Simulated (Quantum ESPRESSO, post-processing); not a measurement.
# H on hollow sites of Ta(110), stepped through the coverage, part 10 of 10

Wanted: a table for H on hollow sites of Ta(110) against the coverage, and what can be fitted to it.

Quantum ESPRESSO 7.5; plane-wave DFT, PBE, GBRV ultrasoft pseudopotentials.

So far. Step 10 (Self-consistent run, 0.75 ML): Inside the slab this potential holds the local part of the pseudopotentials, which can be repulsive at the nuclei; only its value in the vacuum has a meaning of its own. Step 11 (Relaxing the ions, 1 ML): The relaxation lowers the energy by 16 meV an atom. On the free atoms the largest force ends at 0.044 eV/Å.

## Step 12: Ground state, 1 ML

Input file m8.esm.in:

```
&control
  prefix = 'm8.esm'
  outdir = './out'
  pseudo_dir = './pseudo'
  calculation = 'scf'
  tprnfor = .true.
/
&system
  ibrav = 0
  nat = 4
  ntyp = 2
  ecutwfc = 40
  ecutrho = 200
  occupations = 'smearing'
  smearing = 'mv'
  degauss = 0.02
  assume_isolated = 'esm'
  esm_bc = 'bc1'
/
&electrons
  conv_thr = 1e-07
  mixing_beta = 0.25
  electron_maxstep = 160
  mixing_mode = 'local-TF'
  mixing_ndim = 12
/
ATOMIC_SPECIES
  Ta  180.9479  ta_pbe_v1.uspp.F.UPF
  H   1.0080  h_pbe_v1.4.uspp.F.UPF
CELL_PARAMETERS angstrom
  2.34523629121088 -1.65833248500000 0.00000000000000
  2.34523629121088 1.65833248500000 0.00000000000000
  0.00000000000000 0.00000000000000 19.94875422306296
ATOMIC_POSITIONS crystal
  Ta  0.660000000000 0.660000000000 -0.142968152650
  Ta  0.160000000000 0.160000000000 -0.025405107550
  Ta  0.660071185100 0.660071185100 0.090014640450
  H   0.015100933700 0.015100933700 0.142968152650
K_POINTS automatic
  8 8 1 0 0 0
```

Command:

```bash
$ OMP_NUM_THREADS=1 mpirun -n 16 pw.x -nk 4 -in m8.esm.in > m8.esm.out
```

The program printed:

```text
[banner, memory and clock lines left out]
Program PWSCF v.7.5 starts
[...]
Message from routine setup:
[...]
number of electrons       =        40.00
     number of Kohn-Sham states=           24
     kinetic-energy cutoff     =      40.0000  Ry
     charge density cutoff     =     200.0000  Ry
[...]
number of k points=    21  Marzari-Vanderbilt smearing, width (Ry)=  0.0200
[...]
Dense  grid:    50017 G-vectors     FFT dimensions: (  25,  25, 180)
[...]
negative rho (up, down):  2.814E-01 0.000E+00
     Starting wfcs are   40 randomized atomic wfcs
[...]
negative rho (up, down):  2.831E-01 0.000E+00
[...]
estimated scf accuracy    <       1.25820667 Ry
[...]
negative rho (up, down):  2.888E-01 0.000E+00
[...]
estimated scf accuracy    <       0.74222748 Ry
[...]
negative rho (up, down):  2.885E-01 0.000E+00
[...]
estimated scf accuracy    <       0.13767100 Ry
[...]
negative rho (up, down):  2.893E-01 0.000E+00
[...]
estimated scf accuracy    <       0.17356594 Ry
[...]
negative rho (up, down):  2.911E-01 0.000E+00
[...]
estimated scf accuracy    <       0.11674911 Ry
[...]
negative rho (up, down):  2.915E-01 0.000E+00
[...]
estimated scf accuracy    <       0.05445042 Ry
[...]
negative rho (up, down):  2.918E-01 0.000E+00
[...]
estimated scf accuracy    <       0.04850836 Ry
[...]
negative rho (up, down):  2.937E-01 0.000E+00
[...]
estimated scf accuracy    <       0.05548392 Ry
[...]
negative rho (up, down):  2.935E-01 0.000E+00
[...]
estimated scf accuracy    <       0.01825835 Ry
[...]
negative rho (up, down):  2.930E-01 0.000E+00
[...]
estimated scf accuracy    <       0.01055705 Ry
[...]
negative rho (up, down):  2.940E-01 0.000E+00
[...]
estimated scf accuracy    <       0.00515699 Ry
[...]
negative rho (up, down):  2.938E-01 0.000E+00
[...]
estimated scf accuracy    <       0.04828478 Ry
[...]
negative rho (up, down):  2.941E-01 0.000E+00
[...]
estimated scf accuracy    <       0.01528618 Ry
[...]
negative rho (up, down):  2.959E-01 0.000E+00
[...]
estimated scf accuracy    <       0.02334652 Ry
[...]
negative rho (up, down):  2.949E-01 0.000E+00
[...]
estimated scf accuracy    <       0.01240877 Ry
[...]
negative rho (up, down):  2.948E-01 0.000E+00
[...]
estimated scf accuracy    <       0.00505845 Ry
[...]
negative rho (up, down):  2.946E-01 0.000E+00
[...]
estimated scf accuracy    <       0.00011739 Ry
[...]
negative rho (up, down):  2.942E-01 0.000E+00
[...]
estimated scf accuracy    <       0.00297346 Ry
[...]
negative rho (up, down):  2.945E-01 0.000E+00
[...]
estimated scf accuracy    <       0.00344199 Ry
[...]
negative rho (up, down):  2.946E-01 0.000E+00
[...]
estimated scf accuracy    <       0.00093652 Ry
[...]
negative rho (up, down):  2.945E-01 0.000E+00
[...]
estimated scf accuracy    <       0.00025854 Ry
[...]
negative rho (up, down):  2.944E-01 0.000E+00
[...]
estimated scf accuracy    <       0.00012689 Ry
[...]
negative rho (up, down):  2.943E-01 0.000E+00
[...]
estimated scf accuracy    <       0.00004809 Ry
[...]
negative rho (up, down):  2.944E-01 0.000E+00
[...]
estimated scf accuracy    <       0.00007790 Ry
[...]
negative rho (up, down):  2.944E-01 0.000E+00
[...]
estimated scf accuracy    <       0.00001992 Ry
[...]
negative rho (up, down):  2.945E-01 0.000E+00
[...]
estimated scf accuracy    <       0.00000777 Ry
[...]
negative rho (up, down):  2.945E-01 0.000E+00
[...]
estimated scf accuracy    <       0.00000071 Ry
[...]
negative rho (up, down):  2.945E-01 0.000E+00
[...]
estimated scf accuracy    <       0.00000080 Ry
[...]
negative rho (up, down):  2.945E-01 0.000E+00
[...]
estimated scf accuracy    <       0.00000085 Ry
[...]
negative rho (up, down):  2.945E-01 0.000E+00
[...]
estimated scf accuracy    <       0.00000075 Ry
[...]
negative rho (up, down):  2.945E-01 0.000E+00
[...]
estimated scf accuracy    <       0.00000059 Ry
[...]
negative rho (up, down):  2.945E-01 0.000E+00
[...]
estimated scf accuracy    <       0.00000101 Ry
[...]
negative rho (up, down):  2.945E-01 0.000E+00
[...]
estimated scf accuracy    <       0.00000080 Ry
[...]
negative rho (up, down):  2.945E-01 0.000E+00
[...]
estimated scf accuracy    <       0.00000079 Ry
[...]
negative rho (up, down):  2.945E-01 0.000E+00
[...]
estimated scf accuracy    <       0.00000088 Ry
[...]
negative rho (up, down):  2.945E-01 0.000E+00
[...]
estimated scf accuracy    <       0.00000108 Ry
[...]
negative rho (up, down):  2.945E-01 0.000E+00
[...]
estimated scf accuracy    <       0.00000085 Ry
[...]
negative rho (up, down):  2.945E-01 0.000E+00
[...]
estimated scf accuracy    <       0.00000023 Ry
[...]
negative rho (up, down):  2.946E-01 0.000E+00
[...]
estimated scf accuracy    <       0.00000020 Ry
[...]
negative rho (up, down):  2.945E-01 0.000E+00
[...]
the Fermi energy is    -4.5702 ev
!    total energy              =    -426.70634883 Ry
     estimated scf accuracy    <       0.00000008 Ry
     smearing contrib. (-TS)   =       0.00123265 Ry
     internal energy E=F+TS    =    -426.70758148 Ry
[...]
one-electron contribution =    3100.27030071 Ry
     hartree contribution      =   -1564.19165130 Ry
     xc contribution           =    -127.26706511 Ry
     ewald contribution        =   -1835.51916578 Ry
     convergence has been achieved in  40 iterations
     negative rho (up, down):  2.945E-01 0.000E+00
[...]
Total force =     0.025524     Total SCF correction =     0.002042
[...]
```

Elapsed: 15 s, on 16 MPI ranks of Arm Neoverse V2, shared host; peak memory 1.1 GiB; 4.1 min of CPU time.

This step gave:

* free energy: -5805.6356 eV
* Fermi energy: -4.570 eV
* vacuum line at the lower end of the cell, over the Fermi level: 4.782 eV
* vacuum line at the upper end of the cell, over the Fermi level: 4.358 eV

Inside the slab this potential holds the local part of the pseudopotentials, which can be repulsive at the nuclei; only its value in the vacuum has a meaning of its own.

## Step 13: The series side by side

The series in one table:

```tsv
the coverage	adsorption energy an atom, from the free molecule (eV)	work function of the upper face (eV)	work function of the lower face (eV)
0 ML	-	4.801	4.801
0.1111 ML	-	4.751	4.887
0.1667 ML	-	4.688	4.865
0.25 ML	-	4.62	4.847
0.3333 ML	-	4.655	4.86
0.5 ML	-0.9757	4.414	4.826
0.6667 ML	-1.011	4.496	4.833
0.75 ML	-1.004	4.386	4.807
1 ML	-1.014	4.358	4.782
```

## Step 14: By hand

At 1 ML: E_ads = [-5805.6358 − 1 × (-5788.7693)]/1 − (-31.7044)/2 = -1.014 eV. Cells and meshes differ along the series, and any error of the slab's energy is multiplied by the number of slab cells an adsorbate, so no value is given under half a monolayer.

## Step 15: Outcome

```
adsorption energy an atom, from the free molecule, at 0.5 ML and at 1 ML : -0.98, -1.01 eV
work function of the upper face, at 0 ML and at 1 ML                     : 4.80, 4.36 eV
```

What this shows: The series holds 9 members (PBE, GBRV ultrasoft). From 0.5 ML to 1 ML the adsorption energy an atom, from the free molecule goes from -0.98 to -1.01 eV, not quite steadily. From 0 ML to 1 ML the work function of the upper face goes from 4.80 to 4.36 eV, not quite steadily. The untouched lower face should keep its work function but moves by 0.11 eV, since the slab is thin and cells, meshes or relaxed layers differ between members; changes of the upper face are uncertain by about as much. Thin slabs, one site and one ordered pattern a coverage; no reconstruction or subsurface sites; meshes differ a little between cells.

[Logs are printed without paths, hosts, clocks, repeated set-up lines and the standing remarks that a program may print on its own settings, such as how far it seeks lower states.]

[Hosts, paths, dates, database ids (printed as entryN), source tags and the programs' standing remarks are cut or masked in the printed files.]

[Maps of the electrostatic potential energy from Ansatz leave out the sawtooth potential of an applied field or a dipole correction, so their vacuum need not be flat; planar profiles and work functions include it.]
